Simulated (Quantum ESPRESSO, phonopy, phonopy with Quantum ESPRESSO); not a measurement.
# KCl (Fm-3m): a volume series of phonon spectra, part 2 of 2

Aim: how the vibrations of KCl shift with volume, and the expansion that follows.

Measurements to reproduce:
- volume expansion coefficient 111.3 1e-6/K and heat capacity C_P per formula unit 51.7 J/mol/K near room temperature (given in “High-Throughput Prediction of Finite-Temperature Properties using the Quasi-Harmonic Approximation”, 2016, arXiv:1603.06924)
- volume expansion coefficient 114.9 1e-6/K near room temperature (given in “Descriptors for thermal expansion in solids”, 2017, arXiv:1701.03966)

Quantum ESPRESSO 7.5; DFT PBE, scalar-relativistic, plane waves, GBRV ultrasoft pseudopotentials.

So far. Step 16 (Lattice dynamics at this volume, V/V0 0.985): The time given is that of the 2 pw.x runs on displaced cells behind this step.

### 17. Ground state at this cell, V/V0 1.03

This step: DFT PBE, scalar-relativistic, plane waves, GBRV ultrasoft pseudopotentials (Quantum ESPRESSO 7.5).

System of this step: KCl. Symmetry: Fm-3m, No. 225, cubic system. The conventional cell has a = 6.365 Å, b = 6.365 Å, c = 6.365 Å, α = 90.00°, β = 90.00°, γ = 90.00°. Nearest to K lie 6 Cl at 3.18 Å. Nearest to Cl lie 6 K at 3.18 Å. Farther neighbours and most contacts between anions are not listed.

scf.in

```
&CONTROL
  calculation = 'scf'
  prefix      = 'x'
  outdir      = './tmp'
  pseudo_dir  = './pseudo'
  tprnfor     = .true.
  tstress     = .true.
/
&SYSTEM
  ibrav       = 0
  nat         = 2
  ntyp        = 2
  ecutwfc     = 40.0
  ecutrho     = 240.0
  occupations = 'fixed'
  nbnd        = 10
/
&ELECTRONS
  conv_thr         = 1.0d-12
  mixing_beta      = 0.7
  electron_maxstep = 100
/
ATOMIC_SPECIES
 K      39.0983  K.upf
 Cl     35.4500  Cl.upf
CELL_PARAMETERS angstrom
     0.000000000    3.182522086    3.182522086
     3.182522086    0.000000000    3.182522086
     3.182522086    3.182522086    0.000000000
ATOMIC_POSITIONS crystal
 K      0.000000000   0.000000000   0.000000000
 Cl     0.500000000   0.500000000   0.500000000
K_POINTS automatic
 6 6 6 0 0 0
```

On the command line:

```console
$ OMP_NUM_THREADS=1 mpirun -n 8 pw.x -nk 8 -in scf.in > scf.out
```

Elapsed: 7.1 s, on 8 MPI ranks of AMD EPYC 7R43, shared host; 54 s of CPU time.

The run ends at a pressure of -0.50 GPa.

### 18. Zone-centre response

ph.in

```
phonons
&INPUTPH
  prefix = 'x'
  outdir = './tmp'
  fildyn = 'x.dyn'
  tr2_ph = 1.0d-18
  epsil  = .true.
/
0.000000000 0.000000000 0.000000000
```

scf.in is that of step 17.

On the command line:

```console
$ OMP_NUM_THREADS=1 mpirun -n 8 ph.x -nk 8 -in ph.in > ph.out
```

It took 49 s on 8 MPI ranks.

The Born charges sum to zero within 0.014 e; the rest is removed before use. Acoustic frequencies in this log differ from zero by the error of the sum rule, which ph.x does not impose.

### 19. A displaced supercell

System of this step: KCl. It takes space group Imm2 (No. 44, orthorhombic). The conventional cell has a = 9.002 Å, b = 12.730 Å, c = 9.002 Å, α = 90.00°, β = 90.00°, γ = 90.00°. Nearest to K lie 6 Cl at 3.17 to 3.20 Å. Nearest to K lie 6 Cl at 3.18 Å. Nearest to Cl lie 6 K at 3.18 Å. Farther neighbours and most contacts between anions are not listed.

disp-00001.in

```
&CONTROL
  calculation = 'scf'
  prefix      = 'x'
  outdir      = './tmp'
  pseudo_dir  = './pseudo'
  tprnfor     = .true.
  disk_io     = 'none'
/
&SYSTEM
  ibrav       = 0
  nat         = 16
  ntyp        = 2
  ecutwfc     = 40.0
  ecutrho     = 240.0
  occupations = 'fixed'
  nbnd        = 66
/
&ELECTRONS
  conv_thr         = 1.0d-11
  mixing_beta      = 0.7
  electron_maxstep = 100
/
ATOMIC_SPECIES
 K      39.0983  K.upf
 Cl     35.4500  Cl.upf
CELL_PARAMETERS angstrom
     0.000000000    6.365044173    6.365044173
     6.365044173    0.000000000    6.365044173
     6.365044173    6.365044173    0.000000000
ATOMIC_POSITIONS crystal
 K      0.002221844   0.000000000   0.000000000
 K      0.500000000   0.000000000   0.000000000
 K      0.000000000   0.500000000   0.000000000
 K      0.500000000   0.500000000   0.000000000
 K      0.000000000   0.000000000   0.500000000
 K      0.500000000   0.000000000   0.500000000
 K      0.000000000   0.500000000   0.500000000
 K      0.500000000   0.500000000   0.500000000
 Cl     0.250000000   0.250000000   0.250000000
 Cl     0.750000000   0.250000000   0.250000000
 Cl     0.250000000   0.750000000   0.250000000
 Cl     0.750000000   0.750000000   0.250000000
 Cl     0.250000000   0.250000000   0.750000000
 Cl     0.750000000   0.250000000   0.750000000
 Cl     0.250000000   0.750000000   0.750000000
 Cl     0.750000000   0.750000000   0.750000000
K_POINTS automatic
 3 3 3 0 0 0
```

On the command line:

```console
$ OMP_NUM_THREADS=1 mpirun -n 4 pw.x -nk 4 -in disp-00001.in > disp-00001.out
```

Elapsed: 3.7 min, on 4 MPI ranks; 15 min of CPU time.

### 20. Phonons, V/V0 1.03

This step: DFT PBE, scalar-relativistic, plane waves, GBRV ultrasoft pseudopotentials (phonopy with Quantum ESPRESSO 4.10.0 / 7.5).

Wall time 3.7 min (8 threads).

Phonopy, LO-TO term from ph.x's tensors. Phonon branches along the path, in cm⁻¹:

| point | branch 1 | branch 2 | branch 3 | branch 4 | branch 5 | branch 6 |
| --- | --- | --- | --- | --- | --- | --- |
| Γ | 0 | 0 | 0 | 128 | 128 | 198 |
| halfway | 46 | 46 | 101 | 132 | 132 | 160 |
| X | 59 | 59 | 107 | 132 | 132 | 139 |
| halfway | 62 | 71 | 104 | 130 | 133 | 139 |
| U | 70 | 96 | 98 | 123 | 132 | 139 |
| jump to K | 70 | 96 | 98 | 123 | 132 | 139 |
| halfway | 56 | 75 | 96 | 109 | 134 | 172 |
| Γ | 0 | 0 | 0 | 128 | 128 | 198 |
| halfway | 57 | 57 | 82 | 120 | 120 | 185 |
| L | 93 | 93 | 102 | 102 | 144 | 148 |
| halfway | 84 | 86 | 114 | 114 | 137 | 138 |
| W | 86 | 86 | 105 | 110 | 137 | 137 |
| halfway | 68 | 78 | 101 | 126 | 134 | 139 |
| X | 59 | 59 | 107 | 132 | 132 | 139 |

No mode is imaginary beyond numerical noise along the path. The highest zone-centre mode (no LO–TO term) moved by -7.0 % for a volume change of +3.0 %.

The time given is that of the 2 pw.x runs on displaced cells behind this step.

### 21. Ground state at this cell, V/V0 0.97

This step: DFT PBE, scalar-relativistic, plane waves, GBRV ultrasoft pseudopotentials (Quantum ESPRESSO 7.5).

System of this step: KCl. Symmetry: Fm-3m, No. 225, cubic system. Conventional cell: a = 6.239 Å, b = 6.239 Å, c = 6.239 Å, α = 90.00°, β = 90.00°, γ = 90.00°. Nearest to K lie 6 Cl at 3.12 Å. Cl has 6 K at 3.12 Å nearest. Farther neighbours and most contacts between anions are not listed.

Changes to scf.in since step 18:

```diff
@@ -26,5 +26,5 @@
 CELL_PARAMETERS angstrom
-     0.000000000    3.182522086    3.182522086
-     3.182522086    0.000000000    3.182522086
-     3.182522086    3.182522086    0.000000000
+     0.000000000    3.119485200    3.119485200
+     3.119485200    0.000000000    3.119485200
+     3.119485200    3.119485200    0.000000000
 ATOMIC_POSITIONS crystal
```

On the command line:

```console
$ OMP_NUM_THREADS=1 mpirun -n 8 pw.x -nk 8 -in scf.in > scf.out
```

Run time: 6.5 s. Hardware: 8 MPI ranks; 49 s of CPU time.

The run ends at a pressure of 0.63 GPa.

### 22. Zone-centre response

ph.in is that of step 18.

scf.in is that of step 21.

On the command line:

```console
$ OMP_NUM_THREADS=1 mpirun -n 8 ph.x -nk 8 -in ph.in > ph.out
```

Run time: 60 s. Hardware: 8 MPI ranks.

ε∞:

```
2.35 0.00 0.00
0.00 2.35 0.00
0.00 0.00 2.35
```

The Born charges sum to zero within 0.014 e; the rest is removed before use. Acoustic frequencies in this log differ from zero by the error of the sum rule, which ph.x does not impose.

### 23. Forces on a displaced cell

System of this step: KCl. The structure is orthorhombic, space group Imm2 (No. 44). Conventional cell: a = 8.823 Å, b = 12.478 Å, c = 8.823 Å, α = 90.00°, β = 90.00°, γ = 90.00°. Nearest to K lie 6 Cl at 3.11 to 3.13 Å. Nearest to K lie 6 Cl at 3.12 Å. K has 6 Cl at 3.12 Å nearest. Nearest to Cl lie 6 K at 3.12 Å. Farther neighbours and most contacts between anions are not listed.

Changes to disp-00001.in since step 19:

```diff
@@ -26,7 +26,7 @@
 CELL_PARAMETERS angstrom
-     0.000000000    6.365044173    6.365044173
-     6.365044173    0.000000000    6.365044173
-     6.365044173    6.365044173    0.000000000
+     0.000000000    6.238970399    6.238970399
+     6.238970399    0.000000000    6.238970399
+     6.238970399    6.238970399    0.000000000
 ATOMIC_POSITIONS crystal
- K      0.002221844   0.000000000   0.000000000
+ K      0.002266742   0.000000000   0.000000000
  K      0.500000000   0.000000000   0.000000000
```

On the command line:

```console
$ OMP_NUM_THREADS=1 mpirun -n 4 pw.x -nk 4 -in disp-00001.in > disp-00001.out
```

Wall time 3.4 min (4 MPI ranks); 14 min of CPU time.

### 24. Phonons, V/V0 0.97

This step: DFT PBE, scalar-relativistic, plane waves, GBRV ultrasoft pseudopotentials (phonopy with Quantum ESPRESSO 4.10.0 / 7.5).

The job ended after 3.4 min (8 threads).

No mode is imaginary beyond numerical noise along the path. The highest zone-centre mode (no LO–TO term) moved by +7.3 % for a volume change of -3.0 %.

The time given is that of the 2 pw.x runs on displaced cells behind this step.

### 25. Self-consistent run, V/V0 1.05

This step: DFT PBE, scalar-relativistic, plane waves, GBRV ultrasoft pseudopotentials (Quantum ESPRESSO 7.5).

System of this step: KCl. Symmetry: Fm-3m, No. 225, cubic system. The conventional cell has a = 6.406 Å, b = 6.406 Å, c = 6.406 Å, α = 90.00°, β = 90.00°, γ = 90.00°. Nearest to K lie 6 Cl at 3.20 Å. Nearest to Cl lie 6 K at 3.20 Å. Farther neighbours and most contacts between anions are not listed.

Changes to scf.in since step 22:

```diff
@@ -26,5 +26,5 @@
 CELL_PARAMETERS angstrom
-     0.000000000    3.119485200    3.119485200
-     3.119485200    0.000000000    3.119485200
-     3.119485200    3.119485200    0.000000000
+     0.000000000    3.202989029    3.202989029
+     3.202989029    0.000000000    3.202989029
+     3.202989029    3.202989029    0.000000000
 ATOMIC_POSITIONS crystal
```

On the command line:

```console
$ OMP_NUM_THREADS=1 mpirun -n 8 pw.x -nk 8 -in scf.in > scf.out
```

It took 5.8 s on 8 MPI ranks.

The run ends at a pressure of -0.80 GPa.

### 26. Zone-centre response

ph.in is that of step 22.

scf.in is that of step 25.

On the command line:

```console
$ OMP_NUM_THREADS=1 mpirun -n 8 ph.x -nk 8 -in ph.in > ph.out
```

Run time: 57 s. Hardware: 8 MPI ranks.

ε∞:

```
2.27 0.00 0.00
0.00 2.27 0.00
0.00 0.00 2.27
```

The Born charges sum to zero within 0.014 e; the rest is removed before use. Acoustic frequencies in this log differ from zero by the error of the sum rule, which ph.x does not impose.

### 27. A displaced supercell

System of this step: KCl. The structure is orthorhombic, space group Imm2 (No. 44). Conventional cell: a = 9.059 Å, b = 12.812 Å, c = 9.059 Å, α = 90.00°, β = 90.00°, γ = 90.00°. K has 6 Cl at 3.19 to 3.22 Å nearest. Nearest to K lie 6 Cl at 3.20 Å. K has 6 Cl at 3.20 Å nearest. Nearest to Cl lie 6 K at 3.20 Å. Farther neighbours and most contacts between anions are not listed.

Changes to disp-00001.in since step 23:

```diff
@@ -26,7 +26,7 @@
 CELL_PARAMETERS angstrom
-     0.000000000    6.238970399    6.238970399
-     6.238970399    0.000000000    6.238970399
-     6.238970399    6.238970399    0.000000000
+     0.000000000    6.405978058    6.405978058
+     6.405978058    0.000000000    6.405978058
+     6.405978058    6.405978058    0.000000000
 ATOMIC_POSITIONS crystal
- K      0.002266742   0.000000000   0.000000000
+ K      0.002207647   0.000000000   0.000000000
  K      0.500000000   0.000000000   0.000000000
```

On the command line:

```console
$ OMP_NUM_THREADS=1 mpirun -n 4 pw.x -nk 4 -in disp-00001.in > disp-00001.out
```

Elapsed: 2.9 min, on 4 MPI ranks; 12 min of CPU time.

### 28. Lattice dynamics at this volume, V/V0 1.05

This step: DFT PBE, scalar-relativistic, plane waves, GBRV ultrasoft pseudopotentials (phonopy with Quantum ESPRESSO 4.10.0 / 7.5).

Run time: 2.9 min. Hardware: 8 threads; 23 min of CPU time.

Phonopy, LO-TO term from ph.x's tensors. The phonon branches at the labelled points (cm⁻¹):

| point | branch 1 | branch 2 | branch 3 | branch 4 | branch 5 | branch 6 |
| --- | --- | --- | --- | --- | --- | --- |
| Γ | 0 | 0 | 0 | 122 | 122 | 193 |
| halfway | 47 | 47 | 95 | 126 | 126 | 158 |
| X | 60 | 60 | 107 | 126 | 126 | 132 |
| halfway | 62 | 72 | 104 | 124 | 126 | 132 |
| U | 69 | 96 | 97 | 117 | 126 | 132 |
| jump to K | 69 | 96 | 97 | 117 | 126 | 132 |
| halfway | 56 | 71 | 93 | 104 | 128 | 168 |
| Γ | 0 | 0 | 0 | 122 | 122 | 193 |
| halfway | 55 | 55 | 80 | 115 | 115 | 181 |
| L | 89 | 89 | 97 | 97 | 141 | 144 |
| halfway | 82 | 84 | 109 | 110 | 132 | 133 |
| W | 86 | 86 | 101 | 106 | 130 | 130 |
| halfway | 69 | 76 | 101 | 121 | 128 | 132 |
| X | 60 | 60 | 107 | 126 | 126 | 132 |

No mode is imaginary beyond numerical noise along the path. The highest zone-centre mode (no LO–TO term) moved by -11.5 % for a volume change of +5.0 %.

The time given is that of the 2 pw.x runs on displaced cells behind this step.

### 29. How the modes move with volume

This step: DFT PBE, scalar-relativistic, plane waves, GBRV ultrasoft pseudopotentials (phonopy 4.10.0).

Numbers from this step:

```yaml
share_of_modes_with_a_negative_grueneisen_parameter: 0.104
```

Mean Grüneisen, by row:

| T (K) | heat-capacity-weighted mean | root mean square |
| --- | --- | --- |
| 50 | 1.266 | 1.597 |
| 100 | 1.439 | 1.707 |
| 200 | 1.484 | 1.734 |
| 300 | 1.492 | 1.739 |
| 500 | 1.497 | 1.742 |
| 800 | 1.498 | 1.743 |

Table of mean mode Grueneisen parameter by wavenumber:

| wavenumber (cm⁻¹) | mean mode Grueneisen parameter |
| --- | --- |
| 3.4 | - |
| 10.2 | - |
| 17.0 | 0.889 |
| 23.7 | -0.418 |
| 30.5 | 0.502 |
| 37.3 | 0.845 |
| 44.1 | 0.373 |
| 50.9 | 0.498 |
| 57.7 | 0.016 |
| 64.4 | 0.23 |
| 71.2 | 0.61 |
| 78.0 | 0.89 |
| 84.8 | 1.05 |
| 91.6 | 0.993 |
| 98.4 | 1.36 |
| 105.1 | 1.22 |
| 111.9 | 1.67 |
| 118.7 | 1.95 |
| 125.5 | 2.05 |
| 132.3 | 2.07 |
| 139.1 | 2.24 |
| 145.8 | 2.23 |
| 152.6 | 1.61 |
| 159.4 | 1.28 |
| 166.2 | 1.22 |
| 173.0 | 1.15 |
| 179.8 | 1.14 |
| 186.5 | 1.16 |
| 193.3 | 1.16 |
| 200.1 | 1.18 |

Volume series, by row:

| V/V0 | V (Å³/atom) | pressure (GPa) | E - E0 (meV/atom) | gap (eV) | zero-point energy (meV/atom) | lowest on the path (cm⁻¹) | highest at Gamma without the LO-TO term (cm⁻¹) |
| --- | --- | --- | --- | --- | --- | --- | --- |
| 0.97 | 30.36 | 0.631 | 5.606 | 5.279 | 22.28 | 0 | 147.8 |
| 0.985 | 30.83 | 0.305 | 2.524 | 5.225 | 21.73 | 0 | 142.7 |
| 1 | 31.3 | 0.017 | 0 | 5.172 | 21.21 | 0 | 137.8 |
| 1.015 | 31.76 | -0.254 | -1.448 | 5.122 | 20.68 | 0 | 132.9 |
| 1.03 | 32.23 | -0.503 | -2.085 | 5.072 | 20.16 | 0 | 128.1 |
| 1.05 | 32.86 | -0.797 | -2.048 | 5.009 | 19.5 | 0 | 122 |

Table of optical frequency at Gamma without the LO-TO term, mode 4 by V/V0:

| V/V0 | optical frequency at Gamma without the LO-TO term, mode 4 (cm⁻¹) |
| --- | --- |
| 0.9700 | 148 |
| 0.9850 | 143 |
| 1.0000 | 138 |
| 1.0150 | 133 |
| 1.0300 | 128 |
| 1.0500 | 122 |

Grüneisen at points, by row:

| point | branch | frequency (cm⁻¹) | mode Grüneisen parameter |
| --- | --- | --- | --- |
| Γ | 4 | 137.8 | 2.38 |
| Γ | 6 | 204.5 | 1.19 |
| X | 1 | 58 | -0.95 |
| X | 3 | 106.1 | -0.34 |
| X | 4 | 142.9 | 2.49 |
| X | 6 | 149.9 | 2.5 |
| U | 1 | 71.9 | 0.8 |
| U | 2 | 95.2 | -0.4 |
| U | 3 | 99.5 | 0.56 |
| U | 4 | 132.9 | 2.47 |
| U | 5 | 141.5 | 2.23 |
| U | 6 | 149.4 | 2.46 |
| K | 1 | 71.9 | 0.8 |
| K | 2 | 95.2 | -0.4 |
| K | 3 | 99.5 | 0.56 |
| K | 4 | 132.9 | 2.47 |
| K | 5 | 141.5 | 2.23 |
| K | 6 | 149.4 | 2.46 |
| L | 1 | 99.9 | 2.22 |
| L | 3 | 108.6 | 2.17 |
| L | 5 | 149.8 | 1.22 |
| L | 6 | 153.1 | 1.21 |
| W | 1 | 85.3 | -0.48 |
| W | 3 | 111.2 | 1.9 |
| W | 4 | 115.9 | 1.86 |
| W | 5 | 148 | 2.46 |

The printed pressures lie 0.63 GPa below −dE/dV of the same runs on average, in a series that spans 1.4 GPa: energy and stress disagree, as they do when the basis is incomplete, so the pressures are not converged, and volume, bulk modulus and expansion from the fit are rough.

### 30. Free-energy fit

Energy (each curve on its own zero) against volume; values in meV/atom:

| volume (Å³/atom) | static | F at 0 K | F at 300 K | F at 900 K |
| --- | --- | --- | --- | --- |
| 30.36 | 7.69 | 9.05 | 12.3 | 21.2 |
| 30.83 | 4.61 | 5.41 | 7.43 | 12.9 |
| 31.30 | 2.08 | 2.37 | 3.16 | 5.23 |
| 31.76 | 0.64 | 0.39 | -0.14 | -1.61 |
| 32.23 | 0 | -0.76 | -2.64 | -7.71 |
| 32.86 | 0.04 | -1.39 | -5.08 | -14.9 |

### 31. Summary of results

- mean mode Grüneisen parameter at 300 K: 1.49

**Reading.** The free-energy minimum reaches the edge of the computed volumes already at low temperature, so no expansion is given. The heat-capacity-weighted Grüneisen parameter goes from 1.27 at 50 K to 1.50 at 800 K; 10 % of the modes stiffen on expansion. Weighting γ by the density of states and each mode's heat capacity at 300 K, modes below 70 cm⁻¹ give about 3 % of the sum of γC that drives the expansion, those up to 140 cm⁻¹ 61 % and the rest 36 %. Among the labelled points γ is largest for branch 6 at X (150 cm⁻¹, 2.5) and most negative for branch 1 at X (58 cm⁻¹, -0.95). The printed pressures lie 0.63 GPa below −dE/dV of the same runs on average, in a series that spans 1.4 GPa: energy and stress disagree, as they do when the basis is incomplete, so the pressures are not converged, and volume, bulk modulus and expansion from the fit are rough. The supercell is 7.4 Å across at its narrowest and was not tested against a larger one: only its own wavevectors are exact, and acoustic branches between them, with the entropy at low temperature, can be off.

[Logs are printed without paths, hosts, clocks, repeated set-up lines and the standing remarks that a program may print on its own settings, such as how far it seeks lower states.]

[Hosts, paths, dates, database ids (printed as entryN), source tags and the programs' standing remarks are cut or masked in the printed files.]

[A step with changed settings may run another functional than the one named; its input shows which.]

[Of the runs on displaced cells, only some may be shown.]
